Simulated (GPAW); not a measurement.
**How AlRu absorbs and reflects light**

Aim: the dielectric function of AlRu, and the optical constants that follow from it.

Main program and level: GPAW 26.7.0; DFT, PBE, plane-wave PAW (GPAW data sets), scalar-relativistic, RPA, optical limit.

### 1. Set-up

It takes space group Pm-3m (No. 221, cubic). Conventional cell: a = 2.992 Å, b = 2.992 Å, c = 2.992 Å, α = 90.00°, β = 90.00°, γ = 90.00°. Nearest to Ru lie 8 Al at 2.59 Å. Al has 8 Ru at 2.59 Å nearest. Farther neighbours are not listed.

Structure file:

```cif
data_structure
_symmetry_space_group_name_H-M 'Pm-3m'
_symmetry_Int_Tables_number 221
_cell_length_a 2.9916
_cell_length_b 2.9916
_cell_length_c 2.9916
_cell_angle_alpha 90.000
_cell_angle_beta 90.000
_cell_angle_gamma 90.000
_cell_volume 26.77
loop_
_atom_site_label
_atom_site_type_symbol
_atom_site_symmetry_multiplicity
_atom_site_Wyckoff_symbol
_atom_site_fract_x
_atom_site_fract_y
_atom_site_fract_z
_atom_site_occupancy
Ru1 Ru 1 b 0.50000 0.50000 0.50000 1
Al1 Al 1 a 0.00000 0.00000 0.00000 1
```

### 2. Bands for the response

At the fixed density, many empty bands are solved on the mesh of the response, since the spectrum sums over them.

This step: DFT, PBE, plane-wave PAW (GPAW data sets), scalar-relativistic, bands at fixed density (GPAW 26.7.0).

The input, nscf.py:

```python
from ase.dft.bandgap import bandgap
from gpaw import GPAW, FermiDirac

calc = GPAW('gs.gpw').fixed_density(kpts={'size': (15, 15, 15), 'gamma': True}, nbands=38, convergence={'bands': 32},
                                    occupations=FermiDirac(0.05), txt='nscf.txt')
print('gap (eV)', bandgap(calc, output=None)[0])
print('direct gap (eV)', bandgap(calc, direct=True, output=None)[0])
print('top band over the Fermi level (eV)', min(calc.get_eigenvalues(kpt=k)[31] for k in range(len(calc.get_ibz_k_points()))) - calc.get_fermi_level())
calc.write('full.gpw', mode='all')
```

Launch:

```
> OMP_NUM_THREADS=1 python nscf.py
```

Numbers of over 12 decimals in the logs are rounded to 6 here.

The program printed:

```text
Diagonalizing LCAO Hamiltonian
Converting LCAO to pw mode
convergence criteria:
- Maximum integral of absolute [eigenst]ate change: 4e-08 eV^2 / valence electron
maximum number of iterations: 150

SCF iterations
|iter     |      energy | eigst |  dens |
|iter:   1||             | +3.35 |       |
|iter:   2||             | +1.51 |       |
|iter:   3||             | +0.14 |       |
|iter:   4||             | -0.96 |       |
|iter:   5||             | -2.24 |       |
|iter:   6||             | -3.50 |       |
|iter:   7||             | -4.48 |       |
|iter:   8||             | -5.27 |       |
|iter:   9||             | -6.03 |       |
|iter:  10||             | -6.80 |       |
|iter:  11||             | -7.46c|       |
SCF steps: 11
  __  _  _
 | _ |_)|_||  |
 |__||  | ||/\| - 26.7.0

Versions:
  Python: 3.12.14
  ASE:    3.29.0
  Numpy:  2.5.5
  Scipy:  1.18.1
  Libxc:  7.0.0

Input parameters:
  mode=PW(ecut=500.0),
  convergence={'bands': 32},
  gpts=array([16, 16, 16]),
  kpts=MonkhorstPack(size=(15, 15, 15), gamma=True),
  maxiter=150,
  nbands=38,
  occupations=Occupations(name='fermi-dirac', width=0.05, fixmagmom=False),
  parallel={},
  xc=XC(name='PBE')

--- standard output ---
gap (eV) 0.0
direct gap (eV) 0.0
top band over the Fermi level (eV) 37.694467
```

Elapsed: 39 s, on 1 thread of Arm Neoverse V2, shared host; peak memory 0.2 GiB.

### 3. Dielectric function, RPA

Local fields let the induced charge screen the field inside the cell, which as a rule lowers ε, most along directions where the density is uneven.

This step: DFT, PBE, plane-wave PAW (GPAW data sets), scalar-relativistic, RPA, optical limit (GPAW 26.7.0).

The input, df.py:

```python
from gpaw.response.df import DielectricFunction

df = DielectricFunction('full.gpw', frequencies={'type': 'nonlinear', 'domega0': 0.03, 'omega2': 8},
                        ecut=50,
                        eta=0.15,
                        nbands=32,
                        rate=0.05,
                        txt='df.txt')
for direction in ['x']:
    df.get_dielectric_function(xc='RPA', direction=direction, filename=f'df_{direction}.csv')
```

Launch:

```
> OMP_NUM_THREADS=1 python df.py
```

The program printed:

```text
Using integrator: PointIntegrator
NonLinearFrequencyDescriptor(from 0.000 to 116.147 eV, 553 points)
Nonperiodic BCs:  [False False False]
Using integrator: PointIntegrator
NonLinearFrequencyDescriptor(from 0.000 to 116.147 eV, 553 points)
Nonperiodic BCs:  [False False False]
Using integrator: PointIntegrator

Calculating chi0 body with:
    Ground state adapter containing:
    Number of spins: 1
    Number of kpoints: 3375
    Number of irreducible kpoints: 120
    Number of completely occupied states: 7
    Number of partially occupied states: 10

    Linear response parametrization:
    q_c: [0.0, 0.0, 0.0]
    Number of frequency points: 553
    Planewave cutoff: 50.0
    Number of bands: 32
    Number of planewaves: 19
    Broadening (eta): 0.15

Integrating chi0 body.

Symmetries of q_c:
    Direct symmetries (Uq -> q): 48
    Indirect symmetries (TUq -> q): 0
In total 48 allowed symmetries.

120 groups of equivalent kpoints. 96.444444% reduction.

Integral kind: spectral function

Calculating chi0 optical extensions with:
    Ground state adapter containing:
    Number of spins: 1
    Number of kpoints: 3375
    Number of irreducible kpoints: 120
    Number of completely occupied states: 7
    Number of partially occupied states: 10

    Linear response parametrization:
    Number of frequency points: 553
    Planewave cutoff: 50.0
    Number of bands: 32
    Number of planewaves: 19
    Broadening (eta): 0.15
Integrating chi0 head and wings.

Symmetries of q_c:
    Direct symmetries (Uq -> q): 48
    Indirect symmetries (TUq -> q): 0
In total 48 allowed symmetries.

120 groups of equivalent kpoints. 96.444444% reduction.

Integral kind: spectral function wings

Calculating drude chi0 with:
    Number of frequency points:553
    Plasma frequency decay rate: 0.05 eV

    Ground state adapter containing:
    Number of spins: 1
    Number of kpoints: 3375
    Number of irreducible kpoints: 120
    Number of completely occupied states: 7
    Number of partially occupied states: 10

Symmetries of q_c:
    Direct symmetries (Uq -> q): 48
    Indirect symmetries (TUq -> q): 0
In total 48 allowed symmetries.

120 groups of equivalent kpoints. 96.444444% reduction.

Integral kind: intraband
Plasma frequency:
[[6.41-0.j 0.  +0.j 0.  +0.j]
 [0.  -0.j 6.41-0.j 0.  +0.j]
 [0.  +0.j 0.  +0.j 6.41-0.j]]
```

Elapsed: 6.9 s, on 1 thread; peak memory 0.23 GiB.

Some rows of df_x.csv (energy; Re and Im without local fields; Re and Im with them):

```text
0.000000, 16499.502266, -0.000000, 16499.333629, -0.000000
0.429336, -210.169768, 60.020708, -210.387840, 60.039325
0.878195, -44.228435, 10.275514, -44.455898, 10.281927
1.347938, -12.818840, 3.712306, -13.052121, 3.698862
1.840057, 0.338647, 3.240728, 0.106690, 3.217803
2.356191, 5.250088, 7.536696, 4.975254, 7.520457
2.898142, 4.658555, 9.688891, 4.408784, 9.605695
3.467895, 1.449051, 9.884922, 1.115227, 9.786876
4.067647, 0.303865, 8.735804, 0.115973, 8.448133
4.699832, -0.510945, 5.217385, -0.569587, 5.039722
5.367152, 2.103536, 3.285951, 2.032526, 3.205754
6.072622, 4.765071, 4.701877, 4.524700, 4.734439
6.819608, 1.648636, 7.777118, 1.335261, 7.649459
7.611886, 3.068422, 6.921178, 2.767263, 6.663192
8.453705, 0.975582, 9.043804, 0.582380, 8.272713
9.349861, -2.964790, 7.276388, -2.661729, 6.832762
10.305790, -3.202962, 4.791453, -3.011499, 4.549396
11.327680, -3.029764, 2.875486, -2.923267, 2.831938
12.422601, -2.228846, 1.890353, -2.132548, 1.847986
13.598673, -1.388414, 1.366734, -1.337794, 1.295167
```

Sum at mesh points, not converged in k. Im ε, E ∥ x against photon energy; read off at these points:

photon energy (eV), Im ε, E ∥ x and a bar:
```
    0.500         39 ##############################
    0.750         14 ##########
    1.000          7 #####
    1.250          4 ##
    1.500          3 #
    1.750          3 #
    2.000          5 ###
    2.250          7 ####
    2.500          9 ######
    2.750          9 ######
    3.000         10 #######
    3.250         11 ########
    3.500         10 #######
    3.750          9 ######
    4.000          9 ######
    4.250          8 #####
    4.500          6 ####
    4.750          5 ###
    5.000          4 ##
    5.250          3 ##
    5.500          3 ##
    5.750          4 ##
    6.000          5 ###
    6.250          6 ####
    6.500          8 #####
    6.710          8 ######
    6.750          8 ######
    7.000          6 ####
    7.250          6 ####
    7.500          6 ####
    7.750          7 #####
    8.000          8 #####
    8.087          9 ######
    8.250          8 #####
    8.500          8 ######
    8.750          8 #####
    9.000          8 ######
    9.250          7 #####
    9.500          6 ####
    9.750          6 ####
   10.000          5 ###
   10.250          5 ###
   10.500          4 ##
   10.750          4 ##
   11.000          3 ##
   11.250          3 #
   11.500          2 #
   11.750          2 #
   12.000          2 #
   12.250          2 #
   12.500          2 
   12.750          1 
   13.000          1 
   13.250          1 
   13.500          1 
   13.750          1
```

Values under 1 per cm are given as 1; sum at mesh points, not converged in k. Absorption coefficient, E ∥ x against photon energy:

| photon energy (eV) | absorption coefficient, E ∥ x (1/cm) |
| --- | --- |
| 0.492 | 6.4e5 |
| 1.010 | 5.8e5 |
| 1.486 | 4.5e5 |
| 1.985 | 2.2e5 |
| 2.508 | 4.1e5 |
| 3.018 | 5.7e5 |
| 3.510 | 7.4e5 |
| 3.980 | 8.3e5 |
| 4.516 | 8.4e5 |
| 4.981 | 6.7e5 |
| 5.515 | 4.7e5 |
| 6.021 | 6.1e5 |
| 6.494 | 9.7e5 |
| 6.985 | 1.1e6 |
| 7.496 | 1.1e6 |
| 8.026 | 1.5e6 |
| 8.516 | 1.7e6 |
| 9.023 | 2.0e6 |
| 9.483 | 2.1e6 |
| 10.026 | 2.1e6 |
| 10.519 | 2.1e6 |
| 11.029 | 2.2e6 |
| 11.479 | 2.1e6 |
| 12.023 | 1.9e6 |
| 12.504 | 2.0e6 |
| 13.000 | 1.8e6 |
| 13.512 | 1.7e6 |

Sum at mesh points, not converged in k. Im ε, E ∥ x against photon energy; read off at these points:

| photon energy (eV) | without local fields | with local fields |
| --- | --- | --- |
| 0.500 | 39.0 | 39.0 |
| 0.750 | 13.7 | 13.7 |
| 1.000 | 7.46 | 7.46 |
| 1.250 | 4.19 | 4.18 |
| 1.500 | 3.13 | 3.12 |
| 1.750 | 2.96 | 2.94 |
| 2.000 | 4.60 | 4.58 |
| 2.250 | 6.76 | 6.76 |
| 2.500 | 8.78 | 8.76 |
| 2.750 | 9.52 | 9.40 |
| 3.000 | 10.4 | 10.3 |
| 3.250 | 11.2 | 11.1 |
| 3.500 | 9.71 | 9.60 |
| 3.750 | 9.26 | 9.03 |
| 4.000 | 8.84 | 8.56 |
| 4.250 | 7.88 | 7.65 |
| 4.500 | 6.24 | 6.03 |
| 4.750 | 4.87 | 4.71 |
| 5.000 | 4.07 | 3.94 |
| 5.250 | 3.44 | 3.34 |
| 5.500 | 3.22 | 3.16 |
| 5.750 | 3.81 | 3.84 |
| 6.000 | 4.55 | 4.61 |
| 6.250 | 5.90 | 5.93 |
| 6.500 | 7.59 | 7.51 |
| 6.710 | 8.52 | 8.39 |
| 6.750 | 8.34 | 8.21 |
| 7.000 | 6.38 | 6.21 |
| 7.250 | 6.28 | 6.10 |
| 7.500 | 6.46 | 6.23 |
| 7.750 | 7.25 | 7.03 |
| 8.000 | 8.31 | 8.18 |
| 8.087 | 8.80 | 8.53 |
| 8.250 | 8.68 | 8.15 |
| 8.500 | 9.17 | 8.36 |
| 8.750 | 8.54 | 7.86 |
| 9.000 | 8.99 | 8.30 |
| 9.250 | 7.80 | 7.30 |
| 9.500 | 6.64 | 6.28 |
| 9.750 | 6.20 | 5.97 |
| 10.000 | 5.17 | 5.01 |
| 10.250 | 4.97 | 4.72 |
| 10.500 | 4.52 | 4.30 |
| 10.750 | 4.13 | 3.97 |
| 11.000 | 3.38 | 3.35 |
| 11.250 | 2.98 | 2.94 |
| 11.500 | 2.56 | 2.49 |
| 11.750 | 2.13 | 2.06 |
| 12.000 | 2.10 | 2.03 |
| 12.250 | 2.05 | 1.99 |
| 12.500 | 1.78 | 1.74 |
| 12.750 | 1.48 | 1.44 |
| 13.000 | 1.35 | 1.30 |
| 13.250 | 1.43 | 1.38 |
| 13.500 | 1.41 | 1.34 |
| 13.750 | 1.33 | 1.27 |

The reflectivity at normal incidence, E ∥ x has structure finer than the step of the table below, so its rows give means over 0.5 eV, whole bins alone (the curve runs from 0.305 to 14.0 eV). Peaks (eV: height): 3.26: 40.7, 6.76: 35.0, 11.63: 56.1.

Sum at mesh points, not converged in k. The reflectivity at normal incidence, E ∥ x by photon energy; means over each step:

| photon energy (eV) | reflectivity at normal incidence, E ∥ x (%) |
| --- | --- |
| 1.0 | 92.7 |
| 1.5 | 75.5 |
| 2.0 | 26.0 |
| 2.5 | 32.8 |
| 3.0 | 37.5 |
| 3.5 | 39.3 |
| 4.0 | 39.3 |
| 4.5 | 36.9 |
| 5.0 | 24.6 |
| 5.5 | 17.4 |
| 6.0 | 23.1 |
| 6.5 | 31.0 |
| 7.0 | 31.0 |
| 7.5 | 29.0 |
| 8.0 | 34.1 |
| 8.5 | 38.1 |
| 9.0 | 42.6 |
| 9.5 | 46.2 |
| 10.0 | 48.1 |
| 10.5 | 49.1 |
| 11.0 | 52.6 |
| 11.5 | 55.1 |
| 12.0 | 52.2 |
| 12.5 | 53.7 |
| 13.0 | 51.7 |
| 13.5 | 47.2 |

Sum at mesh points, not converged in k. Loss function −Im 1/ε at q → 0, E ∥ x against energy loss; read off at these points:

| energy loss (eV) | loss function −Im 1/ε at q → 0, E ∥ x |
| --- | --- |
| 0.500 | 0.00153 |
| 0.750 | 0.00324 |
| 1.000 | 0.00653 |
| 1.250 | 0.0134 |
| 1.500 | 0.0412 |
| 1.750 | 0.246 |
| 1.804 | 0.311 |
| 2.000 | 0.152 |
| 2.250 | 0.106 |
| 2.500 | 0.0887 |
| 2.750 | 0.0860 |
| 3.000 | 0.0826 |
| 3.250 | 0.0865 |
| 3.500 | 0.103 |
| 3.750 | 0.109 |
| 4.000 | 0.117 |
| 4.250 | 0.130 |
| 4.500 | 0.163 |
| 4.750 | 0.211 |
| 5.000 | 0.249 |
| 5.125 | 0.261 |
| 5.250 | 0.246 |
| 5.500 | 0.182 |
| 5.750 | 0.122 |
| 6.000 | 0.119 |
| 6.250 | 0.1000 |
| 6.500 | 0.100 |
| 6.750 | 0.115 |
| 7.000 | 0.153 |
| 7.041 | 0.155 |
| 7.250 | 0.147 |
| 7.500 | 0.137 |
| 7.750 | 0.126 |
| 8.000 | 0.113 |
| 8.250 | 0.122 |
| 8.500 | 0.119 |
| 8.750 | 0.127 |
| 9.000 | 0.118 |
| 9.250 | 0.122 |
| 9.500 | 0.134 |
| 9.750 | 0.138 |
| 10.000 | 0.147 |
| 10.250 | 0.151 |
| 10.500 | 0.160 |
| 10.750 | 0.157 |
| 11.000 | 0.162 |
| 11.250 | 0.170 |
| 11.500 | 0.174 |
| 11.750 | 0.197 |
| 12.000 | 0.230 |
| 12.250 | 0.238 |
| 12.500 | 0.231 |
| 12.750 | 0.252 |
| 13.000 | 0.307 |
| 13.250 | 0.346 |
| 13.500 | 0.368 |
| 13.750 | 0.406 |

From ε follow the optical constants at some laser and lamp lines:

| wavelength (nm) | n | k | R (%) | 1/α |
| --- | --- | --- | --- | --- |
| 1550 | 0.82 | 7.460 | 94.5 | 17 nm |
| 1064 | 0.52 | 4.670 | 91.3 | 18 nm |
| 633 | 1.89 | 1.081 | 20.6 | 47 nm |
| 450 | 2.74 | 1.719 | 35.3 | 21 nm |
| 405 | 2.77 | 1.922 | 38.1 | 17 nm |
| 248 | 1.51 | 1.306 | 24.5 | 15 nm |
| 193 | 2.55 | 1.373 | 29.6 | 11 nm |

In reflection the computed colour is faintly blue: x = 0.281, y = 0.309, luminous reflectivity 29 %.

### 4. Outcome

**Reading.** At this level (PBE, RPA) AlRu is a metal. The mesh is too coarse to trust the carriers' weight, the reflectivity or the colour to better than tens of per cent. In reflection the computed colour is faintly blue: x = 0.281, y = 0.309, luminous reflectivity 29 %. The carriers' damping of 0.05 eV is typed, not computed; it shapes the response at the lowest energies. In this version of GPAW the matrix elements of the optical limit are incomplete, which can lower ε − 1 by up to a tenth where first-row anions or d states rule, and shift it by more in d metals. GPAW's carrier term has the form −ωp²/(ω + i·rate)², which damps like twice the rate and fails at low energy, so the curves leave the lowest energies out. The sum runs over mesh points 0.14 Å⁻¹ apart with no interpolation, so peaks are partly noise of the mesh, and the Drude plasma energy, a sum over the Fermi surface, isn't converged.

[Machine, clock and banner lines and Python warnings are left out of the logs.]

[Logs are printed without paths, hosts, clocks, repeated set-up lines and the standing remarks that a program may print on its own settings, such as how far it seeks lower states.]

[Hosts, paths, dates, database ids (printed as entryN), source tags and the programs' standing remarks are cut or masked in the printed files.]
